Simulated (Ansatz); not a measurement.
**Transmission past a defect: W wire along [111], 4 atoms a period, vacancy of one W**

Wanted: the relaxed defect and the transmission past it, beside the channels of the perfect wire.

Calculated with Ansatz 0.2.0; DFT PBE, plane waves, PAW; relaxation of a wire's period, in the first sound run; inputs show where later runs differ.

Report form: the programs' logs are mostly left out.

### Step 1. Set-up

The cell holds 4 atoms: 4 W. Its edges and angles: a = 9.042 Å, b = 10.682 Å, c = 2.745 Å, α = 90.0°, β = 90.0°, γ = 90.0°. Vacuum lies along a and b. The structure's axis is c.

### Step 2. The relaxed wire

Band widths follow the bond lengths, so the wire is relaxed first. The atoms and the third cell vector are free; the box across stays fixed as vacuum. A Fermi-Dirac smearing is set since the result may be a metal. The pressure printed is a third of the stress's trace over the whole box, vacuum included; only the stress along the axis is relaxed.

input.yaml reads:

```yaml
crystal:
  lattice:
    - [9.042, 0.0, 0.0]
    - [0.0, 10.682, 0.0]
    - [0.0, 0.0, 2.74530053]
  atoms:
    - { symbol: W, position: [0.376023004, 0.439444587, 0.0] }
    - { symbol: W, position: [0.376023004, 0.681748852, 0.333333333] }
    - { symbol: W, position: [0.62392485, 0.318292455, 0.333333333] }
    - { symbol: W, position: [0.62392485, 0.56059672, 0.666666667] }
kpoints:
  mp_grid: { grid: [1, 1, 30] }
scf:
  occupations: { method: fermi_dirac, width: 0.05 }
hamiltonian:
  xc: pbe
relax:
  cell: { fix: [a, b, alpha, beta, gamma] }
  max_steps: 60
```

Launch:

```
$ ansatz run input.yaml --threads 4 --pin off --max-ram 16384MiB --backend cpu --events-out ev --progress --plain --runs-dir out
```

The job ended after 68 s (4 threads of Arm Neoverse V1, shared host; peak memory 0.61 GiB; 4.3 min of CPU time).

The steps of the relaxation (22 of 28):

```csv
step,energy less that of the first step (eV),largest force component (eV/Å),pressure (GPa),volume (Å³)
1,0.0000,3.0800,-7.82,265.16
2,-1.3945,1.5868,1.12,259.74
4,-1.5634,0.1943,0.07,259.20
5,-1.5670,0.0245,0.06,259.49
6,-1.5719,0.0198,0.05,259.46
7,-1.5683,0.3679,-0.69,259.39
9,-1.5765,0.1304,-0.15,258.66
10,-1.5784,0.0957,-0.12,259.12
11,-1.5813,0.0385,0.04,259.30
13,-1.5828,0.0059,0.03,259.25
14,-1.5826,0.1637,-0.24,259.20
15,-1.5835,0.0233,0.02,259.09
16,-1.5840,0.0583,-0.05,259.03
18,-1.5847,0.0401,-0.04,259.05
19,-1.5851,0.0157,0.02,259.19
20,-1.5854,0.0470,-0.07,259.17
22,-1.5858,0.0290,0.04,259.07
23,-1.5859,0.0077,0.02,259.06
24,-1.5856,0.0916,-0.14,259.01
25,-1.5860,0.0081,0.02,259.04
27,-1.5861,0.0076,0.02,259.05
28*,-1.5856,0.0076,0.02,259.05
```

Relaxation steps marked * repeat the geometry before them on a plane-wave basis chosen anew for their cell, so energy and pressure can jump there. Other such steps can lie between the rows shown. Relaxation steps 7, 12, 14, 24, 26 were tried and not accepted.

Forces are held to the 2 operations that the run works with; a distortion that breaks them can't arise in this run.

```csv
cell as run,before,after,change
c (Å),2.745,2.682,-2.3 %
```

The atoms that moved most (Å, along periodic axes as changes of fractional coordinates times the final cell, across vacuum about the mean position):

```csv
atom,dx,dy,dz,length
W2,0.983,0.065,0.000,0.986
W3,-0.983,-0.065,0.000,0.986
W4,0.095,-0.563,-0.109,0.581
W1,-0.095,0.563,0.109,0.581
```

Final coordinates:

```xyz
4
Lattice="9.0420 0.0000 0.0000 0.0000 10.6820 0.0000 0.0000 0.0000 2.6820" Properties=species:S:1:pos:R:3
W     3.3054    5.2567    0.1093
W     4.3834    7.3474    0.8942
W     4.6581    3.3350    0.8938
W     5.7361    5.4257    1.6787
```

Numbers from this step:

```
energy at zero smearing    : -41529.3321 eV
cell length along the wire : 2.682 Å
```

The cell's length comes to 2.682 Å with spin left out.

### Step 3. The wire at its relaxed period

This step: DFT PBE, plane waves, PAW; channels and complex bands of a perfect wire (Ansatz 0.2.0).

At the relaxed period the Bloch states of the perfect wire are found at each energy: those that move forward count the open channels, and those that decay describe how a disturbance dies away inside the wire itself. An energy step of 0.035 eV is under the 0.039 eV that the program asks for its thermal average at 300 K.

input.yaml reads:

```yaml
crystal:
  lattice:
    - [9.042, 0.0, 0.0]
    - [0.0, 10.682, 0.0]
    - [0.0, 0.0, 2.68199746]
  atoms:
    - { symbol: W, position: [0.365566213, 0.492111893, 0.040758567] }
    - { symbol: W, position: [0.484779921, 0.687832456, 0.333408889] }
    - { symbol: W, position: [0.515167933, 0.312208851, 0.333257778] }
    - { symbol: W, position: [0.634381641, 0.507929414, 0.6259081] }
kpoints:
  mp_grid: { grid: [1, 1, 30] }
scf:
  occupations: { method: fermi_dirac, width: 0.05 }
hamiltonian:
  xc: pbe
output:
  transmission:
    e_range: [-1.26, 1.26]
    de: 0.035
    kmesh: [1, 1]
    reduced_basis: true
    leads: [[0, 0]]
basis:
  ecutwfc: "350 eV"
```

Run time: 1.9 min. Hardware: 4 threads; peak memory 1.4 GiB; 7.1 min of CPU time.

Numbers from this step:

- energy at zero smearing: -41529.3226 eV
- channels at the energy nearest the Fermi level, one spin: 5
- conductance of the lead as this run defines it: 4.937 G₀
- band gap: 0 eV

Table of open channels of the lead, one spin by energy, zero at the Fermi level:

```csv
energy (eV),"open channels of the lead, one spin"
-1.26,3
-1.19,6
-1.08,4
-1.01,2
-0.91,6
-0.84,6
-0.73,6
-0.67,6
-0.56,6
-0.49,5
-0.39,4
-0.32,4
-0.21,5
-0.14,5
-0.04,5
0.00,5
0.04,5
0.14,5
0.21,4
0.32,4
0.39,4
0.49,6
0.56,6
0.67,6
0.73,8
0.84,8
0.91,7
1.01,6
1.08,4
1.19,3
1.26,5
```

The slowest values at each energy, most degenerate partners merged, listed up to 1.5 1/Å. The Im kz of the slowest decaying states by energy, zero at the Fermi level:

```csv
energy (eV),decay 1 (Å⁻¹),decay 2 (Å⁻¹),decay 3 (Å⁻¹),decay 4 (Å⁻¹)
-1.190,0.0587,0.0762,0.373,0.386
-1.085,0.0710,0.103,0.142,0.364
-1.015,0.00506,0.0483,0.111,0.168
-0.910,0.112,0.184,0.342,0.367
-0.805,0.117,0.185,0.323,0.357
-0.700,0.138,0.179,0.298,0.345
-0.595,0.151,0.179,0.264,0.332
-0.490,0.0619,0.158,0.188,0.219
-0.385,0.0236,0.105,0.117,0.159
-0.315,0.0415,0.0626,0.111,0.158
-0.210,0.0733,0.129,0.152,0.264
-0.105,0.141,0.176,0.183,0.235
0.000,0.125,0.199,0.202,0.234
0.105,0.148,0.151,0.201,0.275
0.210,0.0545,0.0559,0.166,0.206
0.315,0.0591,0.112,0.162,0.212
0.385,0.0104,0.136,0.154,0.215
0.490,0.136,0.164,0.217,0.318
0.595,0.109,0.186,0.218,0.309
0.700,0.0506,0.205,0.217,0.297
0.805,0.212,0.222,0.279,0.355
0.910,0.0172,0.204,0.237,0.253
1.015,0.0458,0.187,0.203,0.212
1.085,0.0973,0.112,0.121,0.160
1.190,0.0694,0.139,0.153,0.171
```

By hand: the program gives 3.9602 × 10^14 S/m² over the cell's cross-section of 96.59 Å² = 9.659 × 10^-19 m², so one cell conducts 3.825 × 10^-4 S. Divided by G0 = 2e²/h = 7.748 × 10^-5 S this is 4.94 G0, a resistance of 2.61 kΩ.

At the computed energy nearest the Fermi level there are 5 channels a spin, and the thermal average gives 4.94 G₀.

### Step 4. Relaxing the junction

This step: DFT PBE, plane waves, PAW; relaxation of a junction in a wire, ends held (Ansatz 0.2.0).

System of this step: W wire along [111], 4 atoms a period, vacancy of one W. The cell holds 35 atoms: 35 W. Cell: a = 9.042 Å, b = 10.682 Å, c = 24.138 Å, α = 90.0°, β = 90.0°, γ = 90.0°. Regions: held atoms, 24 atoms (24 W); free atoms, 11 atoms (11 W). Vacuum lies along a and b. The structure's axis is c.

11 atoms at the defect are free to relax, while 24 stay where the perfect wire has them, so that the ends still repeat as a lead. The cutoff is set under the files' recommended one to save time.

input.yaml reads:

```yaml
crystal:
  lattice:
    - [9.042, 0.0, 0.0]
    - [0.0, 10.682, 0.0]
    - [0.0, 0.0, 24.13797714]
  atoms:
    - { symbol: W, position: [0.365566213, 0.492111893, 0.00452873] }
    - { symbol: W, position: [0.484779921, 0.687832456, 0.037045432] }
    - { symbol: W, position: [0.515167933, 0.312208851, 0.037028642] }
    - { symbol: W, position: [0.634381641, 0.507929414, 0.069545344] }
    - { symbol: W, position: [0.365566213, 0.492111893, 0.115639841] }
    - { symbol: W, position: [0.484779921, 0.687832456, 0.148156543] }
    - { symbol: W, position: [0.515167933, 0.312208851, 0.148139753] }
    - { symbol: W, position: [0.634381641, 0.507929414, 0.180656456] }
[... 23 atom lines left out ...]
    - { symbol: W, position: [0.365566213, 0.492111893, 0.893417619] }
    - { symbol: W, position: [0.484779921, 0.687832456, 0.925934321] }
    - { symbol: W, position: [0.515167933, 0.312208851, 0.925917531] }
    - { symbol: W, position: [0.634381641, 0.507929414, 0.958434233] }
magnetization:
  spin_polarized: true
kpoints:
  mp_grid: { grid: [1, 1, 2] }
scf:
  occupations: { method: fermi_dirac, width: 0.1 }
hamiltonian:
  xc: pbe
relax:
  constraints:
    - { sites: [0, 1, 2, 3, 4, 5, 6, 7, 8, 9, 10, 11, 23, 24, 25, 26, 27, 28, 29, 30, 31, 32, 33, 34] }
  f_tol: 0.06
  max_steps: 35
basis:
  ecutwfc: "350 eV"
```

Wall time 15 min (4 threads); peak memory 7.1 GiB.

Relaxation path:

```csv
step,energy less that of the first step (eV),largest force component (eV/Å)
1,0.0000,1.2227
2,-0.3426,1.6992
3,-1.0060,1.7651
4,-1.6397,1.2721
5,-2.1779,0.7222
6,-2.5025,0.7275
7,-2.6018,0.5779
8,-2.6668,0.4545
9,-2.6897,0.2124
10,-2.6936,0.0539
11,-2.6936,0.0540
```

The atoms that moved most (Å):

```csv
atom,dx,dy,dz,length
W17,-0.514,-0.835,-0.370,1.048
W18,-0.599,0.719,-0.373,1.007
W13,0.220,0.019,0.291,0.365
W14,0.349,0.028,0.005,0.350
W15,0.343,0.021,0.006,0.343
W16,0.329,0.020,0.000,0.329
W21,-0.069,-0.098,-0.269,0.295
W22,-0.083,0.085,-0.257,0.283
```

Numbers from this step:

| Property | Result |
| --- | --- |
| energy at zero smearing | -363380.1651 eV |
| total moment | 0 μB |
| absolute moment | 0 μB |

The largest force component on a free atom ends at 0.054 eV/Å, under the limit of 0.06.  2 atoms of the wire itself, hydrogen apart, moved by over 0.45 Å, up to 1.05 Å.

(Continued in part 2 of 2.)

[Logs are printed without paths, hosts, clocks, repeated set-up lines and the standing remarks that a program may print on its own settings, such as how far it seeks lower states.]

[Hosts, paths, dates, database ids (printed as entryN), source tags and the programs' standing remarks are cut or masked in the printed files.]
